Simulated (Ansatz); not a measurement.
## Sensitivity of the G0W0 gap of SnO2 (Cassiterite)

Aim: change settings of a G0W0 run on SnO2 (Cassiterite) and see what moves.

Main program and level: Ansatz 0.2.0; G0W0 on PBE, plane waves, PAW.

## Step 1: Set-up

The structure is tetragonal, space group P4_2/mnm (No. 136). Conventional cell: a = 4.738 Å, b = 4.738 Å, c = 3.187 Å, α = 90.00°, β = 90.00°, γ = 90.00°. Nearest to Sn lie 6 O at 2.05 to 2.06 Å. Nearest to O lie 3 Sn at 2.05 to 2.06 Å. Farther neighbours and most contacts between anions are not listed.

The cell and positions come from the Crystallography Open Database and are kept as given unless a step says otherwise. The default PAW set here is soft_2. Its files were made with PBE.

## Step 2: The base run: 4×4×4 mesh, 263 empty bands, screening to 138 eV

Now the one-shot GW correction: screening in the RPA, then the self-energy of the levels asked for.

Input file input.yaml:

```yaml
crystal:
  lattice:
    - [4.738, 0.0, 0.0]
    - [0.0, 4.738, 0.0]
    - [0.0, 0.0, 3.1865]
  atoms:
    - { symbol: Sn, position: [0.0, 0.0, 0.0] }
    - { symbol: Sn, position: [0.5, 0.5, 0.5] }
    - { symbol: O, position: [0.3071, 0.3071, 0.0] }
    - { symbol: O, position: [0.1929, 0.8071, 0.5] }
    - { symbol: O, position: [0.6929, 0.6929, 0.0] }
    - { symbol: O, position: [0.8071, 0.1929, 0.5] }
kpoints:
  mp_grid: { grid: [4, 4, 4] }
hamiltonian:
  xc: pbe
scf:
  occupations: { method: fixed }
gw:
  n_empty_bands: 263
  ecut_chi: 138
  qp_bands: [v2, c2]
  qp_kpoints: band_edges
  screening: { model: contour_deformation }
```

The run is started by

```console
$ ansatz run input.yaml --threads 3 --pin off --max-ram 64512MiB --backend cuda --events-out ev --progress --plain --runs-dir out --devices 1 --max-vram 24GiB  # rebuilt from the run's record
```

Numbers of over 12 decimals in the logs are rounded to 6 here.

What it wrote:

```text
GPUs: using 1 of 1 available (devices: 1).
Engine: ansatz 0.2.0, x86_64-unknown-linux-gnu
Pseudopotentials: kind: paw
Pseudopotential: Sn, paw, valence charge 14, recommended cutoff 420 eV (normal), Sn.paw.azcp
Pseudopotential: O, paw, valence charge 6, recommended cutoff 420 eV (normal), O.paw.azcp
Functional definition: PBE
  parameter kappa = 0.804
  parameter beta = 0.066725
  exchange = pbe_x(kappa = kappa, mu = beta*pi^2/3)
  correlation = pbe_c(beta = beta)
device memory: the entry about to start is reckoned to put 0.8 GiB on a device that reports 66.1 GiB free (of which the cap on the GPU budget leaves the run 24.0 GiB)
GPU FFT provider: cuFFT
GPU libraries: cuBLAS 13.8.2, cuFFT 12.4.0, cuSOLVER 12.3.4
Crystal: 6 atoms, lattice volume = 71.533 Å³
Basis set: ecut = 420 eV, 1411 PW (Γ)
Bands: 32, of which v1, the nominal top of the filled ones, is band 26 counted from 1 (25 counted from 0)
Symmetry: 16 space group operations
Space group: P42/mnm (ITA 136), of the structure as read, at distance tolerance 4.2e-5 Å
k-points: 18 of 64
Non-local potential: Sn, projectors of the file, l = 0: 2, l = 1: 2, l = 2: 2, l = 3: 2
Non-local potential: O, projectors of the file, l = 0: 2, l = 1: 2, l = 2: 1
PAW form: soft (Blöchl's): semilocal exchange-correlation on the pseudo side does not see the compensation charge
PAW one-centre angular grid: Sn, 590 points (default); XC on 64 Gauss nodes
PAW one-centre angular grid: O, 110 points (default); XC on 64 Gauss nodes
Initial density: superposition of atomic densities (neutral atoms: chi_scale 0, normalization atom), corrected by the library's trained network
Initial wavefunctions: pseudopotential atomic-orbital guess
GPU buffer pool allocated for 24576 grid points (all kernels)
GPU transforms: local potential and band sums: pruned to the plane-wave sphere, on 32×32×24
Functional: x = pbe(κ = 0.804, μ = 0.219515), c = pbe(β = 0.066725)
SCF iter   1: F=—  HF=-14317.827550 eV  |F-HF|=—  |Δ(HF+E_count)|=         —  Δρ=1.06e-3  dr2=2.11e-4  ethr=1.77e-3  ⟨swp⟩=4.0  Hψ=2235  notcnv=0  defer=72
preconditioner: auto → Resta (q_TF=auto, 2.587 Å⁻¹)  ε∞=3.6  [insulator: Δε(μ)=1.283 eV  Ē_g=19.763 eV  n_scr=18 (ndim 8)  ℏωp=31.7 eV  f_vac=0.027  ε∞_Penn≈3.6]
SCF iter   2: F=—  HF=-14317.829246 eV  |F-HF|=—  |Δ(HF+E_count)|=   1.70e-3  Δρ=5.99e-4  dr2=7.74e-5  ethr=4.05e-7  ⟨swp⟩=2.9  Hψ=1298  notcnv=0  defer=72
SCF iter   3: F=—  HF=-14317.829543 eV  |F-HF|=—  |Δ(HF+E_count)|=   2.97e-4  Δρ=2.29e-4  dr2=2.59e-5  ethr=1.49e-7  ⟨swp⟩=2.7  Hψ=956  notcnv=0  defer=72
SCF iter   4: F=—  HF=-14317.829556 eV  |F-HF|=—  |Δ(HF+E_count)|=   1.26e-5  Δρ=5.60e-5  dr2=1.91e-6  ethr=4.98e-8  ⟨swp⟩=2.0  Hψ=746  notcnv=0  defer=72
[...]
Σ components = -14317.829556   (vs F -14317.829556, Δ=0.00e0)
--- Band table (eV; the first three rows and the last of 18) ---
  k-point 0: bands = [... 22 lower, 8.3075, 8.7549, 8.7549, 9.5289, 10.8096, 15.6959, 15.8975, 15.8975, ... 2 higher]
  k-point 1: bands = [... 22 lower, 7.0118, 8.6906, 8.6906, 9.0286, 13.3864, 16.4846, 17.9807, 17.9807, ... 2 higher]
  k-point 2: bands = [... 22 lower, 7.8755, 7.8755, 8.2711, 8.2711, 15.7701, 15.7701, 19.3182, 19.3182, ... 2 higher]
  k-point 17: bands = [... 22 lower, 8.5599, 8.5599, 8.6943, 8.6943, 14.4679, 14.4679, 18.4248, 18.4248, ... 2 higher]
--- G₀W₀: contour deformation, 7 samples at zero and on the imaginary axis and 2 off it, 64 q-points, 263 empty bands' worth ---
  eigenvalues of the whole cell's RPA ε∞ on this k-mesh (on a slab, of 1 + 4πα/V) = 4.4629, 4.4629, 4.7485; static W/v taken at q = 0 is 0.217336
  bands read: the sum over 289 bands ends inside a degenerate multiplet in 12 slots, whose members it reads at an even weight; the widest, k=0: bands 289 to 290 (counted from 1) at 1/2 each
  gw.qp_kpoints: band_edges: 8 of 18 stored k-points solved, in 1 pass; an edge of the gap read off the rows below is read off those points alone
    valence top: of the k-points left out ik 1 came nearest to being solved in a further pass, in band 26 (counted from 1, as in the quasiparticle table): it holds the edge there only if its correction is more favourable than any solved in that band by at least 0.391 eV; those differ by 0.262 eV
    conduction bottom: of the k-points left out ik 1 came nearest to being solved in a further pass, in band 27 (counted from 1, as in the quasiparticle table): it holds the edge there only if its correction is more favourable than any solved in that band by at least 2.577 eV; those differ by 0.605 eV
  `?` marks the rows in doubt; gw_qp.tsv's column doubts and the gw_qp event give each row's grounds
    ik  band        ε_KS         Σx   Σc(E_QP)       V_xc       Z   E_QP_lin       E_QP  E_QP is
     0    25      8.7549   -26.4238     4.8802   -20.7674  0.7501     7.9670     7.9787  root
     0    26      9.5289   -27.1775     5.2153   -21.1422  0.7506     8.6959     8.7088  root
     0    27     10.8096   -14.4338    -3.4737   -18.5808  0.8222    11.4873    11.4829  root
     0    28     15.6959   -12.1122    -4.7339   -17.8356  0.8016    16.7038    16.6854  root
     2    25      8.2711   -26.2875     5.3888   -19.9253  0.7419     7.2744     7.2978  root
     2    26      8.2711   -26.2875     5.3888   -19.9253  0.7419     7.2744     7.2978  root
     2    27     15.7701   -14.7508    -4.7431   -20.7659  0.7859    17.0856    17.0421  root
     2    28     15.7701   -14.7508    -4.7431   -20.7659  0.7859    17.0856    17.0421  root
[...]
8    27     16.0477   -14.8714    -4.8038   -20.9539  0.7820    17.3726    17.3264  root ?
     8    28     16.0477   -14.8714    -4.8038   -20.9539  0.7820    17.3726    17.3264  root ?
[...]
17    25      8.6943   -26.6246     5.3960   -20.3046  0.7442     7.7513     7.7702  root
    17    26      8.6943   -26.6246     5.3960   -20.3046  0.7442     7.7513     7.7702  root
    17    27     14.4679   -13.3307    -4.3385   -18.6872  0.8102    15.5016    15.4859  root
    17    28     14.4679   -13.3307    -4.3385   -18.6872  0.8102    15.5016    15.4859  root
[key lines of the parts left out:]
SCF converged after 6 iterations
Free energy (F): -14317.829556 eV
Fermi energy:    9.528859 eV
```

Run time: 12 s. Hardware: 1 × NVIDIA H100 80GB HBM3 (shared by 3 runs) with 3 threads of AMD EPYC 7R13 (Zen 3), shared host; peak memory 1.4 GiB.

In the SCF lines HF is the Harris–Foulkes energy and dr2 the Hartree energy of the density residual, in eV; the loop may stop once dr2 is under the threshold and the program's other checks hold. Hψ counts applications of the Hamiltonian.

Numbers from this step:

```yaml
bands_summed: 289
rpa_eps_infinity_on_this_mesh_eigenvalues: 4.463, 4.463, 4.749
plane_waves_in_the_screening_matrix: 267
q_points_in_the_mesh: 64
g0w0_gap_on_the_mesh: 2.774 eV
k_of_the_valence_top: 0, 0, 0
k_of_the_conduction_bottom: 0, 0, 0
starting_gap_on_the_mesh: 1.281 eV
z_at_the_valence_top: 0.7506
z_at_the_conduction_bottom: 0.8222
least_direct_g0w0_gap_on_the_computed_points: 2.774 eV
```

The gap on the mesh goes from 1.28 eV to 2.77 eV, a correction of +1.49 eV. Between the two edge states, bare exchange in place of the xc potential would open the gap by 10.18 eV, and correlation takes back 8.69 eV.

## Step 3: Variant: low screening cutoff

Edit input.yaml of step 2 so:

```diff
@@ -19,4 +19,4 @@
 gw:
-  n_empty_bands: 263
-  ecut_chi: 138
+  n_empty_bands: 213
+  ecut_chi: 25
   qp_bands: [v2, c2]
```

What it wrote:

```text
GPUs: using 1 of 1 available (devices: 1).
[...]
GPU FFT provider: cuFFT
GPU libraries: cuBLAS 13.8.2, cuFFT 12.4.0, cuSOLVER 12.3.4
Crystal: 6 atoms, lattice volume = 71.533 Å³
Basis set: ecut = 420 eV, 1411 PW (Γ)
Bands: 32, of which v1, the nominal top of the filled ones, is band 26 counted from 1 (25 counted from 0)
[... 1 set-up line as in the run before ...]
[...]
k-points: 18 of 64
[...]
GPU buffer pool allocated for 24576 grid points (all kernels)
[...]
SCF iter   1: F=—  HF=-14317.827550 eV  |F-HF|=—  |Δ(HF+E_count)|=         —  Δρ=1.06e-3  dr2=2.11e-4  ethr=1.77e-3  ⟨swp⟩=4.0  Hψ=2235  notcnv=0  defer=72
[...]
SCF iter   6: F=-14317.829556 eV  HF=-14317.829556 eV  |F-HF|=5.45e-9  |Δ(HF+E_count)|=   1.71e-7  Δρ=3.03e-6  dr2=3.53e-9  ethr=1.62e-10  ⟨swp⟩=6.4  Hψ=2419  notcnv=0
SCF 1 converged in 6 iterations: F = -14317.829556 eV  dr2 = 3.53e-9
[...]
NSCF: frozen V_eff on 18 k-points, pencils in batches of 32, up to order 128
[...]
NSCF: frozen V_eff on 18 k-points
G₀W₀ screening: q 1/18
[... further progress lines ...]
SCF converged after 6 iterations
Free energy (F): -14317.829556 eV
[...]
Internal energy: -14317.829556 eV  (E = F + TS)
E sigma→0 (E₀):  -14317.829556 eV
Fermi energy:    9.528859 eV
[...]
--- Band table (eV; the first three rows and the last of 18) ---
  k-point 0: bands = [... 22 lower, 8.3075, 8.7549, 8.7549, 9.5289, 10.8096, 15.6959, 15.8975, 15.8975, ... 2 higher]
  k-point 1: bands = [... 22 lower, 7.0118, 8.6906, 8.6906, 9.0286, 13.3864, 16.4846, 17.9807, 17.9807, ... 2 higher]
  k-point 2: bands = [... 22 lower, 7.8755, 7.8755, 8.2711, 8.2711, 15.7701, 15.7701, 19.3182, 19.3182, ... 2 higher]
  k-point 17: bands = [... 22 lower, 8.5599, 8.5599, 8.6943, 8.6943, 14.4679, 14.4679, 18.4248, 18.4248, ... 2 higher]
[...]
0    25      8.7549   -26.4238     4.6673   -20.7674  0.7846     7.7453     7.7657  root
     0    26      9.5289   -27.1775     4.8950   -21.1422  0.7862     8.3595     8.3885  root
     0    27     10.8096   -14.4338    -3.2870   -18.5808  0.8427    11.6778    11.6695  root
     0    28     15.6959   -12.1122    -4.3322   -17.8356  0.8191    17.1237    17.0871  root
     1    25      8.6906   -26.6259     4.7796   -20.8160  0.7831     7.6369     7.6602  root
     1    26      9.0286   -26.5158     4.9988   -20.3300  0.7806     7.8061     7.8417  root
     1    27     13.3864   -15.7286    -3.4009   -20.3968  0.8258    14.6884    14.6538  root
     1    28     16.4846   -13.9045    -4.5398   -20.1883  0.8042    18.2949    18.2285  root
[...]
17    25      8.6943   -26.6246     5.1372   -20.3046  0.7767     7.4753     7.5114  root
    17    26      8.6943   -26.6246     5.1372   -20.3046  0.7767     7.4753     7.5114  root
    17    27     14.4679   -13.3307    -3.8984   -18.6872  0.8295    15.9576    15.9260  root
    17    28     14.4679   -13.3307    -3.8984   -18.6872  0.8295    15.9576    15.9260  root
```

It took 14 s on 1 × NVIDIA H100 80GB HBM3 (shared by 3 runs) with 3 threads; peak memory 1.2 GiB; 16 s of CPU time.

Against the base:

| setting | base | variant |
| --- | --- | --- |
| empty bands | 263 | 213 |
| screening cutoff (eV) | 138 | 25 |

| quantity | variant | base |
| --- | --- | --- |
| starting gap on the mesh | 1.281 | 1.281 |
| G0W0 gap on the mesh | 3.281 | 2.774 |
| least direct G0W0 gap on the computed points | 3.281 | 2.774 |
| Z at the valence top | 0.786 | 0.751 |
| Z at the conduction bottom | 0.843 | 0.822 |

## Step 4: Variant: all filled levels at the zone centre

Edit input.yaml of step 3 so:

```diff
@@ -19,6 +19,6 @@
 gw:
-  n_empty_bands: 213
-  ecut_chi: 25
-  qp_bands: [v2, c2]
-  qp_kpoints: band_edges
+  n_empty_bands: 162
+  ecut_chi: 100
+  qp_bands: [lowest, c2]
+  qp_kpoints: [[0, 0, 0]]
   screening: { model: contour_deformation }
```

What it wrote:

```text
GPUs: using 1 of 1 available (devices: 1).
[...]
GPU FFT provider: cuFFT
GPU libraries: cuBLAS 13.8.2, cuFFT 12.4.0, cuSOLVER 12.3.4
Crystal: 6 atoms, lattice volume = 71.533 Å³
Basis set: ecut = 420 eV, 1411 PW (Γ)
Bands: 32, of which v1, the nominal top of the filled ones, is band 26 counted from 1 (25 counted from 0)
[... 1 set-up line as in the run before ...]
[...]
k-points: 18 of 64
[...]
GPU buffer pool allocated for 24576 grid points (all kernels)
[...]
SCF iter   1: F=—  HF=-14317.827550 eV  |F-HF|=—  |Δ(HF+E_count)|=         —  Δρ=1.06e-3  dr2=2.11e-4  ethr=1.77e-3  ⟨swp⟩=4.0  Hψ=2235  notcnv=0  defer=72
[...]
SCF iter   6: F=-14317.829556 eV  HF=-14317.829556 eV  |F-HF|=5.45e-9  |Δ(HF+E_count)|=   1.71e-7  Δρ=3.03e-6  dr2=3.53e-9  ethr=1.62e-10  ⟨swp⟩=6.4  Hψ=2419  notcnv=0
SCF 1 converged in 6 iterations: F = -14317.829556 eV  dr2 = 3.53e-9
[...]
G₀W₀ screening: q 1/18
[... further progress lines ...]
SCF converged after 6 iterations
Free energy (F): -14317.829556 eV
[...]
Internal energy: -14317.829556 eV  (E = F + TS)
E sigma→0 (E₀):  -14317.829556 eV
Fermi energy:    9.528859 eV
[...]
--- Band table (eV; the first three rows and the last of 18) ---
  k-point 0: bands = [... 22 lower, 8.3075, 8.7549, 8.7549, 9.5289, 10.8096, 15.6959, 15.8975, 15.8975, ... 2 higher]
  k-point 1: bands = [... 22 lower, 7.0118, 8.6906, 8.6906, 9.0286, 13.3864, 16.4846, 17.9807, 17.9807, ... 2 higher]
  k-point 2: bands = [... 22 lower, 7.8755, 7.8755, 8.2711, 8.2711, 15.7701, 15.7701, 19.3182, 19.3182, ... 2 higher]
  k-point 17: bands = [... 22 lower, 8.5599, 8.5599, 8.6943, 8.6943, 14.4679, 14.4679, 18.4248, 18.4248, ... 2 higher]
[...]
0     1    -11.5898   -41.9901     8.3011   -31.2690  0.7255   -14.1334   -14.0097  root ?
     0     2    -10.8196   -43.2927     7.3585   -33.2161  0.7658   -13.6511   -13.5379  root ?
     0     3    -10.5309   -44.9376     6.6803   -35.3165  0.7856   -13.6366   -13.4717  root ?
     0     4    -10.5104   -45.4353     6.9025   -35.5056  0.7934   -13.6944   -13.5375  root ?
     0     5    -10.5104   -45.4353     6.9025   -35.5056  0.7934   -13.6944   -13.5375  root ?
     0     6    -10.4224   -45.0067     6.9601   -35.1555  0.7752   -13.4599   -13.3134  root ?
     0     7    -10.3822   -45.2630     6.6710   -35.6124  0.7886   -13.5483   -13.3618  root ?
     0     8    -10.2936   -45.5663     6.6433   -35.9524  0.7837   -13.4324   -13.2642  root ?
     0     9    -10.2598   -45.6015     6.6647   -35.9874  0.7831   -13.3778   -13.2092  root ?
     0    10    -10.2598   -45.6015     6.6647   -35.9874  0.7831   -13.3778   -13.2092  root ?
     0    11     -9.4001   -33.6741     9.8512   -22.3546  0.6795   -10.9412   -10.8684  root
     0    12     -7.5683   -33.2839    10.2870   -21.7418  0.6758    -8.8626    -8.8233  root
     0    13     -7.5683   -33.2839    10.2870   -21.7418  0.6758    -8.8626    -8.8233  root
     0    14     -5.7658   -37.6067     8.8296   -27.1302  0.7206    -7.4795    -7.4126  root
     0    15      1.4380   -24.6334     5.4798   -18.2345  0.7492     0.5173     0.5189  root
     0    16      5.4779   -24.3483     5.1538   -18.3729  0.7201     4.6368     4.6563  root
     0    17      5.4779   -24.3483     5.1538   -18.3729  0.7201     4.6368     4.6563  root
     0    18      5.5705   -24.6364     5.0097   -18.8230  0.7330     4.7510     4.7668  root
[...]
0    25      8.7549   -26.4238     5.0395   -20.7674  0.7523     8.1309     8.1380  root
     0    26      9.5289   -27.1775     5.3781   -21.1422  0.7527     8.8637     8.8716  root
     0    27     10.8096   -14.4338    -3.3378   -18.5808  0.8249    11.6257    11.6188  root
     0    28     15.6959   -12.1122    -4.5540   -17.8356  0.8029    16.8950    16.8653  root
```

Wall time 13 s (1 × NVIDIA H100 80GB HBM3 (shared by 3 runs) with 3 threads); peak memory 1.2 GiB.

Absolute levels on the run's own zero. QP, by row:

| k index | band | KS (eV) | Sigma_x (eV) | Sigma_c (eV) | Vxc (eV) | Z | QP linearised (eV) | QP (eV) | source | doubts |
| --- | --- | --- | --- | --- | --- | --- | --- | --- | --- | --- |
| 0 | 1 | -11.59 | -41.99 | 8.301 | -31.27 | 0.7255 | -14.13 | -14.01 | root | energies_apart |
| 0 | 2 | -10.82 | -43.29 | 7.359 | -33.22 | 0.7658 | -13.65 | -13.54 | root | energies_apart |
| 0 | 3 | -10.53 | -44.94 | 6.68 | -35.32 | 0.7856 | -13.64 | -13.47 | root | energies_apart |
| 0 | 4 | -10.51 | -45.44 | 6.902 | -35.51 | 0.7934 | -13.69 | -13.54 | root | energies_apart |
| 0 | 5 | -10.51 | -45.44 | 6.902 | -35.51 | 0.7934 | -13.69 | -13.54 | root | energies_apart |
| 0 | 6 | -10.42 | -45.01 | 6.96 | -35.16 | 0.7752 | -13.46 | -13.31 | root | energies_apart |
| 0 | 7 | -10.38 | -45.26 | 6.671 | -35.61 | 0.7886 | -13.55 | -13.36 | root | energies_apart |
| 0 | 8 | -10.29 | -45.57 | 6.643 | -35.95 | 0.7837 | -13.43 | -13.26 | root | energies_apart |
| 0 | 9 | -10.26 | -45.6 | 6.665 | -35.99 | 0.7831 | -13.38 | -13.21 | root | energies_apart |
| 0 | 10 | -10.26 | -45.6 | 6.665 | -35.99 | 0.7831 | -13.38 | -13.21 | root | energies_apart |
| 0 | 11 | -9.4 | -33.67 | 9.851 | -22.35 | 0.6795 | -10.94 | -10.87 | root |  |
| 0 | 12 | -7.568 | -33.28 | 10.29 | -21.74 | 0.6758 | -8.863 | -8.823 | root |  |
| 0 | 13 | -7.568 | -33.28 | 10.29 | -21.74 | 0.6758 | -8.863 | -8.823 | root |  |
| 0 | 14 | -5.766 | -37.61 | 8.83 | -27.13 | 0.7206 | -7.479 | -7.413 | root |  |
| 0 | 15 | 1.438 | -24.63 | 5.48 | -18.23 | 0.7492 | 0.5173 | 0.5189 | root |  |
| 0 | 16 | 5.478 | -24.35 | 5.154 | -18.37 | 0.7201 | 4.637 | 4.656 | root |  |
| 0 | 17 | 5.478 | -24.35 | 5.154 | -18.37 | 0.7201 | 4.637 | 4.656 | root |  |
| 0 | 18 | 5.571 | -24.64 | 5.01 | -18.82 | 0.733 | 4.751 | 4.767 | root |  |
| 0 | 19 | 6.427 | -24.28 | 5.742 | -17.48 | 0.7209 | 5.324 | 5.366 | root |  |
| 0 | 20 | 7.486 | -25.76 | 4.571 | -20.61 | 0.7539 | 6.894 | 6.901 | root |  |
| 0 | 21 | 7.598 | -27.14 | 4.398 | -22.13 | 0.7622 | 6.971 | 6.979 | root |  |
| 0 | 22 | 8.307 | -26.91 | 4.456 | -21.87 | 0.7623 | 7.716 | 7.722 | root |  |
| 0 | 23 | 8.307 | -26.91 | 4.456 | -21.87 | 0.7623 | 7.716 | 7.722 | root |  |
| 0 | 24 | 8.755 | -26.42 | 5.04 | -20.77 | 0.7523 | 8.131 | 8.138 | root |  |
| 0 | 25 | 8.755 | -26.42 | 5.04 | -20.77 | 0.7523 | 8.131 | 8.138 | root |  |
| 0 | 26 | 9.529 | -27.18 | 5.378 | -21.14 | 0.7527 | 8.864 | 8.872 | root |  |
| 0 | 27 | 10.81 | -14.43 | -3.338 | -18.58 | 0.8249 | 11.63 | 11.62 | root |  |
| 0 | 28 | 15.7 | -12.11 | -4.554 | -17.84 | 0.8029 | 16.89 | 16.87 | root |  |

Against the base:

| setting | base | variant |
| --- | --- | --- |
| empty bands | 263 | 162 |
| screening cutoff (eV) | 138 | 100 |
| levels asked | v2 to c2 | lowest to c2 |
| points asked | band edges | [[0, 0, 0]] |

## Step 5: Summary of results

| Item | Value |
| --- | --- |
| base | 2.77 eV, 12 s |
| low screening cutoff | 3.28 eV, 14 s |
| all filled levels at the zone centre | direct gap at the listed points 2.75 eV, 13 s |

In words: Low screening cutoff: the gap moves by +0.51 eV; such settings are too crude to quote. The variant differs from the base in empty bands and screening cutoff together, so the change can't be laid to one of them. All filled levels at the zone centre: only the listed points were computed; the least direct gap there is 2.75 eV, with empty bands, screening cutoff, levels asked and points asked changed against the base. All runs here use a coarse mesh and modest cutoffs; they test settings and are not final values. The 4×4×4 mesh is coarse for this cell (its supercell is 13 Å along the shortest edge). The RPA ε∞ on it, from the PBE start, is 4.46 and 4.75; such meshes misread the long-range screening, most where the gap is narrow. The many-body steps are scalar-relativistic: spin-orbit coupling is not in them.

[Paths, hosts, dates, memory and timing lines, banners, echoed tables and standing remarks are left out of the program output.]

[Logs are printed without paths, hosts, clocks, repeated set-up lines and the standing remarks that a program may print on its own settings, such as how far it seeks lower states.]

[Runs of the session that timed out or met a known fault of the program may be left out.]

[Cells called generated may have been cut or substituted from an entry of the Crystallography Open Database or the Materials Project.]

[Hosts, paths, dates, database ids (printed as entryN), source tags and the programs' standing remarks are cut or masked in the printed files.]
